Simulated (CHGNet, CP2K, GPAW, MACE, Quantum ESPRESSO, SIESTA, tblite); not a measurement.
# What went wrong? CP2K on Σ5 (001) twist boundary in Ge (77 atoms)

Program: CP2K 2026.2, a calculation on a cell of 77 Ge, 23.5 Å³ an atom.

Input file input.inp:

```
&GLOBAL
  PROJECT cell
  RUN_TYPE ENERGY_FORCE
  PRINT_LEVEL LOW
&END GLOBAL
&FORCE_EVAL
  METHOD QS
  STRESS_TENSOR ANALYTICAL
  &DFT
    BASIS_SET_FILE_NAME BASIS_MOLOPT_UZH
    POTENTIAL_FILE_NAME POTENTIAL_UZH
    &MGRID
      CUTOFF 350
      REL_CUTOFF 50
    &END MGRID
    &QS
      EPS_DEFAULT 1.0E-12
    &END QS
    &SCF
      SCF_GUESS ATOMIC
      EPS_SCF 1.0E-06
      MAX_SCF 60
      ADDED_MOS 34
      &DIAGONALIZATION
        ALGORITHM STANDARD
      &END DIAGONALIZATION
      &SMEAR ON
        METHOD FERMI_DIRAC
        ELECTRONIC_TEMPERATURE [K] 580
      &END SMEAR
      &MIXING
        METHOD BROYDEN_MIXING
        ALPHA 0.15
        NBROYDEN 8
      &END MIXING
      &PRINT
        &RESTART OFF
        &END RESTART
      &END PRINT
    &END SCF
    &XC
      &XC_FUNCTIONAL PBE
      &END XC_FUNCTIONAL
    &END XC
    &PRINT
      &MULLIKEN ON
      &END MULLIKEN
      &HIRSHFELD ON
        SHAPE_FUNCTION DENSITY
      &END HIRSHFELD
      &MO ON
        EIGENVALUES T
        OCCUPATION_NUMBERS T
        MO_INDEX_RANGE 143 166
        &EACH
          QS_SCF 0
        &END EACH
        ADD_LAST NUMERIC
      &END MO
    &END PRINT
  &END DFT
  &SUBSYS
    &CELL
      A 8.94608 0.00000 0.00000
      B 0.00000 8.94608 0.00000
      C 0.00000 0.00000 22.56460
    &END CELL
    &TOPOLOGY
      COORD_FILE_NAME structure.xyz
      COORD_FILE_FORMAT XYZ
    &END TOPOLOGY
    &KIND Ge
      BASIS_SET cc-pVDZ
      POTENTIAL GTH-PBE-q4
    &END KIND
  &END SUBSYS
  &PRINT
    &FORCES ON
    &END FORCES
    &STRESS_TENSOR ON
    &END STRESS_TENSOR
  &END PRINT
&END FORCE_EVAL
```

Input file structure.xyz:

```xyz
77

Ge 8.91110 8.80357 0.27754
Ge 1.70602 0.81481 1.67497
Ge 3.40094 1.74386 0.31590
Ge 5.27890 2.59231 1.59103
Ge 7.26806 3.19295 0.24979
Ge 8.86064 4.42473 1.58629
Ge 6.17467 0.87582 3.02727
Ge 7.92605 1.77141 4.43575
Ge 1.75692 5.33839 0.22519
Ge 3.54918 6.28355 1.53755
[... 63 atom lines left out ...]
Ge 5.69633 3.80575 21.09790
Ge 6.65731 5.56339 19.72281
Ge 7.47347 7.32201 21.26443
Ge 1.16487 3.53764 19.91755
```

The run is started by

```console
OMP_NUM_THREADS=2 cp2k.psmp -i input.inp > output.txt
```

Output:

```text
CP2K| version string:                                       CP2K version 2026.2
 CP2K| Input file name                                                 input.inp
 GLOBAL| Basis set file name                                    BASIS_MOLOPT_UZH
 GLOBAL| Potential file name                                       POTENTIAL_UZH
 GLOBAL| Run type                                                   ENERGY_FORCE
 GLOBAL| Total number of message passing processes                             1
 GLOBAL| Number of threads for this process                                    2
 *   ___                                                                       *
 *  /   \                                                                      *
 * [ABORT]                                                                     *
 *  \___/  The requested basis set <cc-pVDZ> for element <Ge> was not found in *
 *    |                   the basis set files <BASIS_MOLOPT_UZH>               *
 *  O/|                                                                        *
 * /| |                                                                        *
```

It took 0.71 s on 2 threads of Arm Neoverse V1, shared host; peak memory 0.14 GiB.

Banners, paths, timers and routine set-up lines are dropped from the logs unmarked, and long logs keep their key lines alone; longer cuts are marked.

Q: Find the fault and mend it.

A basis that the file lacks: basis cc-pVDZ for Ge. Mend: name a basis that the basis file holds for this element.

The program stopped at the start.

[Also dropped from logs without a mark: logging warnings of Python, and SIESTA's first energy breakdown and zero terms.]

[Logs are printed without paths, hosts, clocks, repeated set-up lines and the standing remarks that a program may print on its own settings, such as how far it seeks lower states.]

[Hosts, paths, dates, database ids (printed as entryN), source tags and the programs' standing remarks are cut or masked in the printed files.]
